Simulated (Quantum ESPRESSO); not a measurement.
# GeRh: which magnetic order is lowest

Wanted: the moments of GeRh and the energy of each order that was tried.

Program: Quantum ESPRESSO 7.5. Level of theory: LDA; plane waves with GBRV 1.5 LDA potentials, no spin-orbit coupling. Results are calculated unless marked as measured.

This is a report of a sequence of runs, with most program output left out.

### Step 1. The structure

The structure is cubic, space group P2_13 (No. 198). The conventional cell has a = 4.908 Å, b = 4.908 Å, c = 4.908 Å, α = 90.00°, β = 90.00°, γ = 90.00°. Ge has 4 Rh at 2.42 to 2.47 Å nearest. Nearest to Rh lie 4 Ge at 2.42 to 2.47 Å. Farther neighbours are not listed.

The cell comes from Materials Project 2023-11-01, a database of computed structures, and need not be the stable phase.

### Step 2. Run 1, typed as ferro ++++

The signs are those of the starting moments on the seeded atoms, the atoms that are given a moment.

pw.in

```
&CONTROL
  calculation = 'scf'
  prefix = 'pwscf'
  outdir = './tmp'
  pseudo_dir = './pseudo'
  disk_io = 'nowf'
/
&SYSTEM
  ibrav = 0
  celldm(1) = 8
  nat = 8
  ntyp = 2
  ecutwfc = 40
  ecutrho = 280
  nbnd = 74
  occupations = 'smearing'
  smearing = 'fd'
  degauss = 0.00734986
  nspin = 2
  starting_magnetization(1) = 0
  starting_magnetization(2) = 0.0667
/
&ELECTRONS
  conv_thr = 1.6d-08
  electron_maxstep = 150
  mixing_beta = 0.3
/
ATOMIC_SPECIES
Ge     72.6300 ge_lda_v1.4.uspp.F.UPF
Rh    102.9055 rh_lda_v1.4.uspp.F.UPF
CELL_PARAMETERS alat
   1.1594388724772    0.0000000000000    0.0000000000000
   0.0000000000000    1.1594388724772    0.0000000000000
   0.0000000000000    0.0000000000000    1.1594388724772
ATOMIC_POSITIONS crystal
Ge      0.1662818700    0.3337181300    0.6662818700
Ge      0.3337181300    0.6662818700    0.1662818700
Ge      0.6662818700    0.1662818700    0.3337181300
Ge      0.8337181300    0.8337181300    0.8337181300
Rh      0.8822094400    0.6177905600    0.3822094400
Rh      0.6177905600    0.3822094400    0.8822094400
Rh      0.3822094400    0.8822094400    0.6177905600
Rh      0.1177905600    0.1177905600    0.1177905600
K_POINTS automatic
6 6 6 0 0 0
```

Command:

```console
OMP_NUM_THREADS=1 mpirun -n 4 pw.x -nk 4 -in pw.in > pw.out
```

The job ended after 79 s (4 MPI ranks of Arm Neoverse V1, shared host; peak memory 0.85 GiB; 5.2 min of CPU time).

The spin moment in the atom's sphere vanishes on all atoms.

Read from the output:

```yaml
smearing_term_ts: 0.06997 eV
magnetization: 0 μB
absolute_magnetization: 0 μB
final_state: non-magnetic
```

Valence density in the ac plane at fractional y = 0.118, with atoms of Rh within 0.2 Å of it. It is the smooth field of the valence electrons, not physical close to the nuclei.

Ten steps, logarithmic in the rise over the least value, from '0' (0 e/Å³) to '9' (20 e/Å³), each cell a mean:
```
34421000011011
12211000111001
11111100110000
01111111000000
01122211000000
01112211110000
00111111221100
00001112454210
11110013797311
23321113798422
57752112464223
76773101222124
76673100111114
67752000000013
```
Columns run along a (4.9 Å), rows up along c (4.9 Å). Atoms in or near the plane, at fractional coordinates: Rh at (0.12, 0.12).

### Step 3. Run 2 (antiferro ++−−)

Edit pw.in of step 2 so:

```diff
@@ -11,6 +11,6 @@
   nat = 8
-  ntyp = 2
+  ntyp = 3
   ecutwfc = 40
   ecutrho = 280
-  nbnd = 74
+  nbnd = 72
   occupations = 'smearing'
@@ -21,2 +21,3 @@
   starting_magnetization(2) = 0.0667
+  starting_magnetization(3) = -0.0667
 /
@@ -29,3 +30,4 @@
 Ge     72.6300 ge_lda_v1.4.uspp.F.UPF
-Rh    102.9055 rh_lda_v1.4.uspp.F.UPF
+Rh1   102.9055 rh_lda_v1.4.uspp.F.UPF
+Rh2   102.9055 rh_lda_v1.4.uspp.F.UPF
 CELL_PARAMETERS alat
@@ -39,6 +41,6 @@
 Ge      0.8337181300    0.8337181300    0.8337181300
-Rh      0.8822094400    0.6177905600    0.3822094400
-Rh      0.6177905600    0.3822094400    0.8822094400
-Rh      0.3822094400    0.8822094400    0.6177905600
-Rh      0.1177905600    0.1177905600    0.1177905600
+Rh1     0.8822094400    0.6177905600    0.3822094400
+Rh1     0.6177905600    0.3822094400    0.8822094400
+Rh2     0.3822094400    0.8822094400    0.6177905600
+Rh2     0.1177905600    0.1177905600    0.1177905600
 K_POINTS automatic
```

It took 4.7 min on 4 MPI ranks; peak memory 1.3 GiB; 19 min of CPU time.

The spin moment in the atom's sphere vanishes on all atoms.

This step gave:

| Item | Value |
| --- | --- |
| smearing term TS | 0.06996 eV |
| magnetization | 0 μB |
| absolute magnetization | 0 μB |
| final state | non-magnetic |

Valence density in the ac plane at fractional y = 0.118, with atoms of Rh within 0.2 Å of it. It is the smooth field of the valence electrons, not physical close to the nuclei.

Values in e/Å³, 14 rows by 14 columns, each cell a mean:
```
 1  1  1  1  0  0  0  0  0  0  0  0  0  0
 0  0  0  0  0  0  0  0  0  0  0  0  0  0
 0  0  0  0  0  0  0  0  0  0  0  0  0  0
 0  0  0  0  0  0  0  0  0  0  0  0  0  0
 0  0  0  0  0  0  0  0  0  0  0  0  0  0
 0  0  0  0  0  0  0  0  0  0  0  0  0  0
 0  0  0  0  0  0  0  0  0  1  0  0  0  0
 0  0  0  0  0  0  0  1  1  3  2  1  0  0
 0  0  0  0  0  0  0  1  5 18  8  1  0  0
 1  1  1  1  0  0  0  1  6 20  9  1  0  0
 3  5  5  2  1  0  0  0  1  3  2  1  0  1
 6  4  5  5  1  0  0  0  0  1  1  0  0  1
 6  3  5  5  1  0  0  0  0  0  0  0  0  1
 3  6  6  3  1  0  0  0  0  0  0  0  0  1
```
Columns run along a (4.9 Å), rows up along c (4.9 Å). Atoms in or near the plane, at fractional coordinates: Rh at (0.12, 0.12).

### Step 4. Run 3 (ferri +++−)

Edit pw.in of step 3 so:

```diff
@@ -14,3 +14,3 @@
   ecutrho = 280
-  nbnd = 72
+  nbnd = 73
   occupations = 'smearing'
@@ -43,3 +43,3 @@
 Rh1     0.6177905600    0.3822094400    0.8822094400
-Rh2     0.3822094400    0.8822094400    0.6177905600
+Rh1     0.3822094400    0.8822094400    0.6177905600
 Rh2     0.1177905600    0.1177905600    0.1177905600
```

Run time: 2.2 min. Hardware: 4 MPI ranks; peak memory 1 GiB.

Spin moment in the atom's sphere by atom:

| atom | spin moment in the atom's sphere (μB) |
| --- | --- |
| Ge1 | 0.0000 |
| Ge2 | 0.0000 |
| Ge3 | 0.0000 |
| Ge4 | 0.0000 |
| Rh5 | 0.0000 |
| Rh6 | 0.0000 |
| Rh7 | 0.0000 |
| Rh8 | -0.0002 |

This step gave:

```yaml
smearing_term_ts: 0.06996 eV
magnetization: 0 μB
absolute_magnetization: 0 μB
final_state: non-magnetic
```

### Step 5. The states side by side

An order is kept where moments of 0.15 μB or more survive with the typed signs; meshes match where a doubled cell samples the same k points as the first cell.

Orders:

| start | final state | typed order kept | energy over the lowest (meV a seeded atom) | largest site moment (μB) | net moment (μB a cell of the first run) | mesh matched | CPU time (s) |
| --- | --- | --- | --- | --- | --- | --- | --- |
| ferro ++++ | non-magnetic | no | 0 | 0 | 0 | yes | 313.8 |
| antiferro ++-- | non-magnetic | no | 0 | 0 | 0 | yes | 1133 |
| ferri +++- | non-magnetic | no | 0 | 0 | 0 | yes | 532.7 |

### Step 6. What came out

```json
{
  "lowest state found": "non-magnetic (from ferro ++++, antiferro ++-- and ferri +++-)",
  "largest site moment": "0 μB"
}
```

In words: The lowest state carries no moment, and no start kept one. This is the lowest of 3 collinear or spinless starts, no proof of the ground state. Energies are free energies at an electronic temperature of 1160 K, which lowers moments and differences where the moments are itinerant.

[Logs and program files are shortened in this print: banners, set-up blocks, solver, clock and traceback lines can be left out without a mark of their own.]

[Logs are printed without paths, hosts, clocks, repeated set-up lines and the standing remarks that a program may print on its own settings, such as how far it seeks lower states.]

[Hosts, paths, dates, database ids (printed as entryN), source tags and the programs' standing remarks are cut or masked in the printed files.]

[Where a cell is said to come from a database of computed structures, the database is the Materials Project.]
